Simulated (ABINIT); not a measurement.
# A GW chain in ABINIT: SnSe2 (P-3m1), part 3 of 3

Aim: the G0W0 gap of SnSe2 (P-3m1) on LDA, step by step.

ABINIT 10.8.3; LDA and many-body steps on it, plane waves. Known limits of the many-body steps: not at the basis limit; mesh may overstate the screening; no spin-orbit coupling; coarse k mesh.

So far. Step 4 (Empty states on the mesh, 3×3×2 mesh, 154 bands): On this mesh the gap is 0.876 eV. The earlier step found 0.685 eV, so this mesh misses an edge. Step 5 (Screening, 3×3×2 mesh, 140 bands, screening to 106.1 eV): Local fields lower ε∞ by 12 %. On a Γ-centred mesh this coarse the value itself is usually too large, while a short band sum pulls it down.

**6. Self-energy, 3×3×2 mesh, 140 bands, screening to 106.1 eV**

The self-energy is evaluated for the states that the input lists, and the levels follow from it, in one-shot runs by the linearised quasiparticle equation.

This step: G0W0 on LDA, plane waves, norm-conserving pseudopotentials.

File run.abi:

```
acell 3*1.0 Angstrom
rprim 
  3.810999999987 0.000000000003 0.000000000000
  -1.905499999996 3.300422813810 0.000000000000
  0.000000000000 0.000000000000 6.136000000000
ntypat 2
znucl 50 34
natom 3
typat 1 2 2
xred 
  0.000000000000 0.000000000000 0.000000000000
  0.333333333333 0.666666666667 0.249000000000
  0.666666666667 0.333333333333 0.751000000000
pp_dirpath "pseudos"
pseudos "Sn.upf, Se.upf"
ecut 48
ngkpt 3 3 2
nshiftk 1
shiftk 0 0 0
kptopt 1
chksymbreak 0
istwfk *1
occopt 1
irdwfk 1
optdriver 4
nband 140
gwcalctyp 0
ecutsigx 48
symsigma 1
nkptgw 2
kptgw 
  0.0000000000 0.0000000000 0.0000000000
  0.0000000000 0.0000000000 0.5000000000
bdgw 
  33 37
  34 37
ecuteps 3.9
irdscr 1
ppmodel 1
indata_prefix "in"
outdata_prefix "out"
tmpdata_prefix "tmp"
```

Launch:

```sh
$ OMP_NUM_THREADS=1 mpirun -n 4 abinit run.abi > log
```

Numbers of over 12 decimals in the logs are rounded to 6 here.

What it wrote:

```text
.Version 10.8.3 of ABINIT. v10.8.2 released Aug 2026.

 Symmetries : space group P-3 m 1 (#164); Bravais hP (primitive hexag.)
[... echo of the input left out ...]
== DATASET  1 ==================================================================
-   mpi_nproc: 4, omp_nthreads: 1 (-1 if OMP is not activated)

--- !DatasetInfo
iteration_state: {dtset: 1, }
dimensions: {natom: 3, nkpt: 6, mband: 140, nsppol: 1, nspinor: 1, nspden: 1, mpw: 8305, }
cutoff_energies: {ecut:  48.0, pawecutdg:  -1.0, }
electrons: {nelect:   7.00000000E+01, charge:   0.00000000E+00, occopt:   1.00000000E+00, tsmear:   1.00000000E-02, }

 SIGMA: Calculation of the GW corrections

 Based on a program developped by R.W. Godby, V. Olevano, G. Onida, and L. Reining.
 Incorporated in ABINIT by V. Olevano, G.-M. Rignanese, and M. Torrent.
.Using double precision arithmetic ; gwpc =  8

[... cell and pseudopotentials left out ...]
--------------------------------------------------------------------------------

 ==== K-mesh for the wavefunctions ====
 Number of points in the irreducible wedge :     6
[... list of points left out ...]
 Together with 12 symmetry operations and time-reversal symmetry
 yields    18 points in the full Brillouin Zone.

 ==== Q-mesh for screening function ====
 Number of points in the irreducible wedge :     6
[... list of points left out ...]
 Together with 12 symmetry operations and time-reversal symmetry
 yields    18 points in the full Brillouin Zone.

 vcoul_init : cutoff-mode = AUXILIARY_FUNCTION
 q-points for optical limit:   1
     1)      0.000010    0.000020    0.000030
 setmesh: FFT mesh size selected  =    40x   40x   75
          total number of points  =       120000

 Number of electrons calculated from density =   70.0000; Expected =   70.0000
 average of density, n =  0.134403
 r_s =    1.2111
 omega_plasma =   35.3638 [eV]

 === KS Band Gaps ===
  >>>> For spin  1
   Minimum direct gap =   0.8757 [eV], located at k-point      :   0.0000  0.0000  0.0000
   Fundamental gap    =   0.8757 [eV], Top of valence bands at :   0.0000  0.0000  0.0000
                                       Bottom of conduction at :   0.0000  0.0000  0.0000
 SIGMA fundamental parameters:
 PLASMON POLE MODEL  1
 number of plane-waves for SigmaX                 8305
 number of plane-waves for SigmaC and W            197
 number of plane-waves for wavefunctions          8305
 number of bands                                   140
 number of independent spin polarizations            1
 number of spinorial components                      1
 number of k-points in IBZ                           6
 number of q-points in IBZ                           6
 number of symmetry operations                      12
 number of k-points in BZ                           18
 number of q-points in BZ                           18
 number of frequencies for dSigma/dE                 9
 frequency step for dSigma/dE [eV]                0.25
 number of omega for Sigma on real axis              0
 max omega for Sigma on real axis  [eV]           0.00
 zcut for avoiding poles [eV]                     0.10

 EPSILON^-1 parameters (SCR file):
 dimension of the eps^-1 matrix on file            197
 dimension of the eps^-1 matrix used               197
 number of plane-waves for wavefunctions          8305
 number of bands                                   140
 number of q-points in IBZ                           6
 number of frequencies                               2
 number of real frequencies                          1
 number of imag frequencies                          1

 matrix elements of self-energy operator (all in [eV])

 Perturbative Calculation

--- !SelfEnergy_ee
iteration_state: {dtset: 1, }
kpoint     : [   0.000,    0.000,    0.000, ]
spin       : 1
KS_gap     :    0.876
QP_gap     :    1.543
Delta_QP_KS:    0.667
data: !SigmaeeData |
     Band     E0 <VxcDFT>   SigX SigC(E0)      Z dSigC/dE  Sig(E)    E-E0       E
       33   4.911 -15.017 -16.824   2.035   0.787  -0.270 -14.838   0.179   5.090
       34   4.911 -15.017 -16.824   2.035   0.787  -0.270 -14.838   0.179   5.090
       35   5.285 -15.102 -16.723   1.887   0.789  -0.267 -14.892   0.210   5.495
       36   6.161 -14.414 -10.110  -3.216   0.807  -0.239 -13.536   0.877   7.038
       37   8.096 -12.037  -7.116  -4.105   0.812  -0.232 -11.374   0.663   8.759

--- !SelfEnergy_ee
iteration_state: {dtset: 1, }
kpoint     : [   0.000,    0.000,    0.500, ]
spin       : 1
KS_gap     :    2.538
QP_gap     :    3.311
Delta_QP_KS:    0.773
data: !SigmaeeData |
     Band     E0 <VxcDFT>   SigX SigC(E0)      Z dSigC/dE  Sig(E)    E-E0       E
       34   5.067 -15.174 -16.929   2.002   0.788  -0.269 -14.980   0.195   5.262
       35   5.067 -15.174 -16.929   2.002   0.788  -0.269 -14.980   0.195   5.262
       36   7.605 -15.178 -10.540  -3.427   0.799  -0.251 -14.210   0.968   8.573
       37   8.046 -12.336  -7.409  -4.087   0.812  -0.231 -11.653   0.682   8.729

== END DATASET(S) ==============================================================
================================================================================

 -outvars: echo values of variables after computation  --------
           etotal      0.0000000000E+00
            nband         140
             nkpt           6
          spgroup         164
 [... the other variables as echoed above ...]

 Calculation completed.
```

Run time: 6.9 s. Hardware: 4 MPI ranks of Arm Neoverse V2, shared host; peak memory 1.1 GiB.

This step gave:

| Item | Value |
| --- | --- |
| G0W0 gap on the points computed | 1.543 eV |
| starting gap on the mesh | 0.8757 eV |
| k of the valence top | 0, 0, 0 |
| k of the conduction bottom | 0, 0, 0 |
| Z at the valence top | 0.789 |
| Z at the conduction bottom | 0.807 |
| least direct G0W0 gap on the computed points | 1.543 eV |

The gap on the mesh goes from 0.88 eV to 1.54 eV, a correction of +0.67 eV. The start differs from the 0.69 eV found before because the two sample other k points.

Limits: finite bands, cutoff and mesh; no spin-orbit coupling; coarse k mesh. v1 is the top filled band, c1 the lowest empty one. Levels before and after the correction, in eV, zero at the valence-band top of each column:

|  | conduction bottom | valence top |
| --- | --- | --- |
| Kohn-Sham | 0.88 | 0.00 |
| G0W0 | 1.54 | 0.00 |

|  | level | energy (eV) |
| --- | --- | --- |
| Kohn-Sham | Γ v3-v2 | -0.374 |
| Kohn-Sham | Γ v1 | 0.000 |
| Kohn-Sham | Γ c1 | 0.876 |
| Kohn-Sham | Γ c2 | 2.811 |
| G0W0 | Γ v3-v2 | -0.405 |
| G0W0 | Γ v1 | 0.000 |
| G0W0 | Γ c1 | 1.543 |
| G0W0 | Γ c2 | 3.264 |

**7. Where the time went**

Times are wall times on 4 MPI ranks of Arm Neoverse V2, shared host, good to a factor of about two.

```
                          step   time  share  memory (GiB)
                  ground state   74 s   30 %          0.51
bands along the symmetry lines   53 s   22 %          0.53
      empty states on the mesh   68 s   28 %          0.45
                     screening   45 s   18 %           1.3
                   self-energy  6.9 s    3 %           1.1
```

**8. Summary of results**

```
LDA gap                              : 0.60 eV, indirect
G0W0 gap on the mesh                 : 1.54 eV
G0W0 gap over the zone (rigid shift) : 1.27 eV
GW settings                          : 3×3×2 mesh, 140 bands, screening to 106.1 eV, Godby-Needs plasmon pole
known limits                         : not at the basis limit; mesh may overstate the screening; no spin-orbit coupling; coarse k mesh
```

G0W0 moves the gap on the mesh from 0.88 eV to 1.54 eV (+0.67 eV), with Z of 0.79 and 0.81 at the edges. The mesh misses the band edges by 0.27 eV in all; a rigid shift gives 1.27 eV for the zone. Local fields lower the RPA ε∞ on this mesh from 29.21 to 25.75; a Γ-centred mesh this coarse tends to raise both, most where the direct gap is narrow, while a short band sum lowers them. Only 2 of the mesh's irreducible points were corrected, so a valley elsewhere could overtake. Against experiment, by G0W0@LDA: the gap of 1.27 eV lies +0.06 eV from the measured 1.21 ± 0.04 eV (electronic, 77.6 K, 2018); the gap of 1.27 eV lies +0.27 eV from the measured 1 eV (indirect, quoted 2018); the gap of 1.27 eV lies +0.06 eV from the measured 1.207 eV (exciton, 300 K, 2021); the gap of 1.27 eV lies −0.08 eV from the measured 1.346 eV (exciton, 0 K, 2021). An exciton line or allowed optical edge lies below the quasiparticle gap by the binding energy; a forbidden edge can push the onset above it. The calculation has static nuclei and no excitons; a measured gap holds zero-point and thermal motion, which mostly lowers it. Bands and cutoff are finite, so the gap is not at the basis limit. The miss can reach some tenths of an eV and take either sign; the mesh is an error of its own. In the G0W0 run levels were corrected at 2 k points alone, so a gap called «on the mesh» is the least over those, and an edge elsewhere would be missed. A denser mesh or path gives a starting gap of 0.60 eV: the GW mesh misses a band edge, so its gaps are not the fundamental one. The 3×3×2 mesh is coarse for this cell, which bears on the long-range parts of exchange and screening. The RPA ε∞ on this mesh reaches over 25; with a narrow direct gap a coarse mesh can overstate it, and the correction is then too small. The many-body steps are scalar-relativistic: spin-orbit coupling is not in them.

[Paths, hosts, dates, memory and timing lines, banners, echoed tables and standing remarks are left out of the program output.]

[Logs are printed without paths, hosts, clocks, repeated set-up lines and the standing remarks that a program may print on its own settings, such as how far it seeks lower states.]

[Runs of the session that timed out or met a known fault of the program may be left out.]

[No measured gap is set beside runs whose start may be inverted or whose files or cutoffs have a known fault.]

[Hosts, paths, dates, database ids (printed as entryN), source tags and the programs' standing remarks are cut or masked in the printed files.]

[G0W0 gaps are taken among the corrected bands and points alone; a level outside them can change the order at an edge.]

[Where Ansatz stands beside ABINIT at settings called matched, ABINIT's density can come from a denser mesh and the files from another edition; pairs whose starting gaps differed by over 0.03 eV were left out, so agreement reads better than it is.]
